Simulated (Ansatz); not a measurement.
# Rb on Fe(110): change of the work function, part 5 of 5

How does one ordered layer of Rb (longbridge site) change the work function of Fe(110), and what dipole does each adsorbate carry?

Ansatz 0.2.0; plane-wave DFT, PBE, Ansatz PAW.

So far, work function, upper face (eV): step 2 (the clean slab) 4.73; step 5 (the slab at 0.25 ML, atoms frozen) 1.90; step 6 (the substrate of the 0.25 ML cell alone) 4.73; step 7 (the adsorbate layer of the 0.25 ML cell alone) 2.30; step 9 (varying the input: basis.ecutrho_ratio = 12) 1.90.

## (10) Varying the input

This step: plane-wave DFT, PBE, Ansatz PAW, but for the change named below (Ansatz 0.2.0).

System of this step: Fe(110). The cell holds 4 atoms: 4 Fe. Its edges and angles: a = 2.485 Å, b = 2.485 Å, c = 24.088 Å, α = 90.0°, β = 90.0°, γ = 70.5°. Vacuum lies along c.

Another changed input: it repeats the earlier run at 0 ML with magnetization from spin_polarized: true removed.

input.yaml reads:

```yaml
crystal:
  lattice:
    - [2.029396462, -1.435, 0.0]
    - [2.029396462, 1.435, 0.0]
    - [0.0, 0.0, 24.088189386]
  atoms:
    - { symbol: Fe, position: [0.0, 0.0, 0.3736270857] }
    - { symbol: Fe, position: [0.5, 0.5, 0.4578756952] }
    - { symbol: Fe, position: [0.0, 0.0, 0.5421243048] }
    - { symbol: Fe, position: [0.5, 0.5, 0.6263729143] }
kpoints:
  mp_grid: { grid: [13, 13, 1] }
hamiltonian:
  xc: pbe
scf:
  occupations: { method: fermi_dirac, width: 0.1 }
  convergence: { dr2_threshold: 1.0e-08 }
efield:
  axis: 3
  dipole_correction: true
  ramp_position: 0.97
  ramp_width: 0.06
relax:
  f_tol: 0.02
  max_steps: 60
  constraints: [{ sites: [0, 1] }]
output:
  write_potential: true
  write_density: true
  volumetric_format: npy
```

On the command line:

```
ansatz run input.yaml --threads 4 --pin off --max-ram 12288MiB --backend cpu --events-out ev --progress --plain --runs-dir out
```

Numbers of over 12 decimals in the logs are rounded to 6 here.

The log of the run:

```text
[...]
Crystal: 4 atoms, lattice volume = 140.298 Å³
Basis set: ecut = 420 eV, 2715 PW (Γ), exchange–correlation on 36×36×324 points (8 copies of the dense FFT grid, shifted against one another)
Bands: 39, of which v1, the nominal top of the filled ones, is band 32 counted from 1 (31 counted from 0)
Symmetry: 4 space group operations
k-points: 49 of 169
[...]
SCF iter   1: F=—  HF=-17917.900729 eV  |F-HF|=—  |Δ(HF+E_count)|=         —  Δρ=3.49e-2  dr2=4.29e0  ethr=1.77e-3  p=0.000 e·Å  D=4.32e-13 V/Å  ΔV_dip=-0.00 eV  dr2_dipole=5.86e-7  V_vac-E_F(+/−)=5.24/5.24 eV  ⟨swp⟩=8.1  Hψ=18452  notcnv=0  defer=75
[...]
automatic band count: the SCF goes on with 46 bands, as 39 were too few: the levels above may hold too much charge
[...]
SCF iter   2: F=—  HF=-17917.856785 eV  |F-HF|=—  |Δ(HF+E_count)|=   4.39e-2  Δρ=7.54e-3  dr2=4.36e-2  ethr=1.77e-3  p=0.000 e·Å  D=3.09e-5 V/Å  ΔV_dip=-0.00 eV  dr2_dipole=4.54e-6  V_vac-E_F(+/−)=5.12/5.12 eV  ⟨swp⟩=2.4  Hψ=2989  notcnv=0  defer=116
[...]
SCF iter  11: F=-17917.867420 eV  HF=-17917.867420 eV  |F-HF|=1.80e-8  |Δ(HF+E_count)|=   6.35e-9  Δρ=1.13e-6  dr2=2.03e-9  ethr=1.56e-11  p=0.000 e·Å  D=5.29e-8 V/Å  ΔV_dip=-0.00 eV  dr2_dipole=2.47e-13  V_vac-E_F(+/−)=5.12/5.12 eV  ⟨swp⟩=8.3  Hψ=14472  notcnv=0
SCF 1 converged in 11 iterations: F = -17917.867420 eV  dr2 = 2.03e-9
[...]
relax step   1: F+E_penalty+E_count = -17917.86741962 eV  Δ(F+E_penalty+E_count) = +0.000e0 eV  max|allowed force component| = 1.069e0 eV/Å  Δτ_max = 0.0000 Å  (11 SCF iters, accepted)
Bands: 46, of which v1, the nominal top of the filled ones, is band 32 counted from 1 (31 counted from 0)
[...]
SCF iter   1: F=—  HF=-17918.173923 eV  |F-HF|=—  |Δ(HF+E_count)|=         —  Δρ=6.33e-2  dr2=1.72e1  ethr=3.10e-3  p=-0.000 e·Å  D=-2.30e-6 V/Å  ΔV_dip=0.00 eV  dr2_dipole=2.35e0  V_vac-E_F(+/−)=5.14/5.14 eV  ⟨swp⟩=5.8  Hψ=6840  notcnv=0  defer=53
[...]
SCF iter  13: F=-17918.005845 eV  HF=-17918.005845 eV  |F-HF|=2.16e-8  |Δ(HF+E_count)|=   2.14e-9  Δρ=7.73e-7  dr2=8.30e-10  ethr=1.56e-11  p=0.002 e·Å  D=2.16e-3 V/Å  ΔV_dip=-0.05 eV  dr2_dipole=3.18e-11  V_vac-E_F(+/−)=5.08/5.13 eV  ⟨swp⟩=9.0  Hψ=13115  notcnv=0
SCF 2 converged in 13 iterations: F = -17918.005845 eV  dr2 = 8.30e-10
[...]
relax step   2: F+E_penalty+E_count = -17918.00584454 eV  Δ(F+E_penalty+E_count) = -1.384e-1 eV  max|allowed force component| = 6.140e-1 eV/Å  Δτ_max = 0.1839 Å  (13 SCF iters, accepted)
SCF iter   1: F=—  HF=-17918.291840 eV  |F-HF|=—  |Δ(HF+E_count)|=         —  Δρ=7.24e-2  dr2=2.16e1  ethr=3.10e-3  p=0.002 e·Å  D=2.16e-3 V/Å  ΔV_dip=-0.05 eV  dr2_dipole=2.79e0  V_vac-E_F(+/−)=5.10/5.15 eV  ⟨swp⟩=5.9  Hψ=6856  notcnv=0  defer=55
[...]
SCF iter  14: F=-17918.063097 eV  HF=-17918.063097 eV  |F-HF|=1.17e-8  |Δ(HF+E_count)|=   2.09e-8  Δρ=1.00e-6  dr2=1.06e-9  ethr=1.56e-11  p=0.004 e·Å  D=4.59e-3 V/Å  ΔV_dip=-0.11 eV  dr2_dipole=1.31e-10  V_vac-E_F(+/−)=5.03/5.14 eV  ⟨swp⟩=10.0  Hψ=14396  notcnv=0
SCF 3 converged in 14 iterations: F = -17918.063097 eV  dr2 = 1.06e-9
relax step   3: F+E_penalty+E_count = -17918.06309651 eV  Δ(F+E_penalty+E_count) = -5.725e-2 eV  max|allowed force component| = 7.139e-2 eV/Å  Δτ_max = 0.1948 Å  (14 SCF iters, accepted)
[...]
relax step   4: F+E_penalty+E_count = -17918.06367030 eV  Δ(F+E_penalty+E_count) = -5.738e-4 eV  max|allowed force component| = 2.723e-2 eV/Å  Δτ_max = 0.0131 Å  (11 SCF iters, accepted)
SCF iter   1: F=—  HF=-17918.063940 eV  |F-HF|=—  |Δ(HF+E_count)|=         —  Δρ=2.30e-3  dr2=2.81e-2  ethr=3.68e-4  p=0.004 e·Å  D=4.60e-3 V/Å  ΔV_dip=-0.11 eV  dr2_dipole=4.83e-3  V_vac-E_F(+/−)=5.03/5.14 eV  ⟨swp⟩=2.2  Hψ=3292  notcnv=0  defer=112
[...]
SCF iter   8: F=-17918.063722 eV  HF=-17918.063722 eV  |F-HF|=7.30e-8  |Δ(HF+E_count)|=   9.24e-8  Δρ=1.71e-6  dr2=4.96e-9  ethr=1.56e-11  p=0.004 e·Å  D=4.57e-3 V/Å  ΔV_dip=-0.11 eV  dr2_dipole=7.45e-10  V_vac-E_F(+/−)=5.03/5.14 eV  ⟨swp⟩=8.7  Hψ=15385  notcnv=0
SCF 5 converged in 8 iterations: F = -17918.063722 eV  dr2 = 4.96e-9
relax step   5: F+E_penalty+E_count = -17918.06372187 eV  Δ(F+E_penalty+E_count) = -5.157e-5 eV  max|allowed force component| = 2.958e-3 eV/Å  Δτ_max = 0.0044 Å  (8 SCF iters, accepted)
[...]
WARN: The input density's exchange-correlation potential varies sharply where the density is thin. Do not read a vacuum level from v_tot or v_xc, or from such a field of the output density. On a cell that repeats whose density bears no net charge and no dipole along the vacuum's axis use v_es (v_loc + v_h of the components); under efield.dipole_correction with no amplitude use v_es + v_field, which holds any external [...]
SCF converged after 8 iterations
Free energy (F): -17918.063722 eV
[...]
Internal energy: -17917.578461 eV  (E = F + TS)
E sigma→0 (E₀):  -17917.821091 eV
Entropy (-TS):   -0.485261 eV (-121.315 meV/atom)
Fermi energy:    2.666576 eV
Dipole field:    D = 0.004529 V/Å  (p = 0.003512 e·Å, saw-weighted, corrected)
Work function:   Φ+ = 5.0300 eV   Φ− = 5.1391 eV
[...]
--- Forces (eV/Å), atoms counted from 1 ---
  atom   1  Fe     0.00000000     0.00000000     0.96096823
  atom   2  Fe     0.00000000     0.00000000    -0.96018101
  atom   3  Fe     0.00000000     0.00000000    -0.00295753
  atom   4  Fe     0.00000000     0.00000000     0.00217247
  max |Σ_I F_I| component: 2.17e-6 eV/Å
--- Band table (eV; the first three rows and the last of 49) ---
  k-point 0: bands = [... 28 lower, 2.0072, 2.3715, 2.4617, 2.4911, 2.5316, 2.6590, 2.7181, 2.8791, ... 10 higher]
  k-point 1: bands = [... 28 lower, 2.1199, 2.1354, 2.3562, 2.4841, 2.5259, 2.5962, 2.6845, 2.7532, ... 10 higher]
  k-point 2: bands = [... 28 lower, 1.9156, 1.9844, 2.2525, 2.3583, 2.5561, 2.6423, 2.6694, 2.7967, ... 10 higher]
  k-point 48: bands = [... 28 lower, 2.6273, 2.7983, 3.1641, 3.3530, 3.3568, 3.4893, 3.5922, 3.7022, ... 10 higher]
--- Relaxed structure (5 steps of the walk, 5 accepted, 0 SCFs on fresh bases) ---
  F+E_penalty+E_count = -17918.06372187 eV   max|allowed force component| = 2.958e-3 eV/Å
  atoms:
    - { symbol: Fe, position: [0.0, 0.0, 0.373627] }
    - { symbol: Fe, position: [0.5, 0.5, 0.457876] }
    - { symbol: Fe, position: [0.0, 0.0, 0.534877] }
    - { symbol: Fe, position: [0.5, 0.5, 0.610010] }
```

Run time: 46 s. Hardware: 4 threads of Arm Neoverse V1, shared host; peak memory 0.58 GiB; 3 min of CPU time.

```tsv
quantity	this run	earlier run	difference
work function, upper face (eV)	5.030	4.728	0.30
work function, lower face (eV)	5.139	4.750	0.39
dipole along the normal (e·Å)	0.003512	6.90e-4	0.0028
total moment (μB)	0	10.03	-10
```

What moves beyond 0.01 in its unit (for the dipole 0.5 % and 5e-5 e·Å): total moment (-10 μB), dipole along the normal (+0.00282 e·Å), work function, lower face (+0.389 eV) and work function, upper face (+0.302 eV).

The change shows in the results, which are not taken further.

## (11) Summary of results

| Item | Value |
| --- | --- |
| work function of the clean face | 4.73 eV |
| work function at 0.25 ML | 1.90 eV |
| dipole per adsorbate at 0.25 ML, positive end outwards | 1.74 D |
| step of the potential from the moved charge at 0.25 ML, upper less lower side, atoms held | -2.82 eV |

In words: Rb lowers the work function of Fe(110) at the lowest coverage, by 2.83 eV: the adsorbate layer has its positive end outwards. One coverage alone was completed, so no trend follows. The slab has 4 layers, at the tabulated experimental lattice constant, one starting site was run, and quantum-size effects of a slab this thin can reach one or two tenths of an eV. The magnetic order is the one reached from the typed start; other orders were not compared.

[Logs are printed without paths, hosts, clocks, repeated set-up lines and the standing remarks that a program may print on its own settings, such as how far it seeks lower states.]

[Hosts, paths, dates, database ids (printed as entryN), source tags and the programs' standing remarks are cut or masked in the printed files.]

[Maps of the electrostatic potential energy from Ansatz leave out the sawtooth potential of an applied field or a dipole correction, so their vacuum need not be flat; planar profiles and work functions include it.]
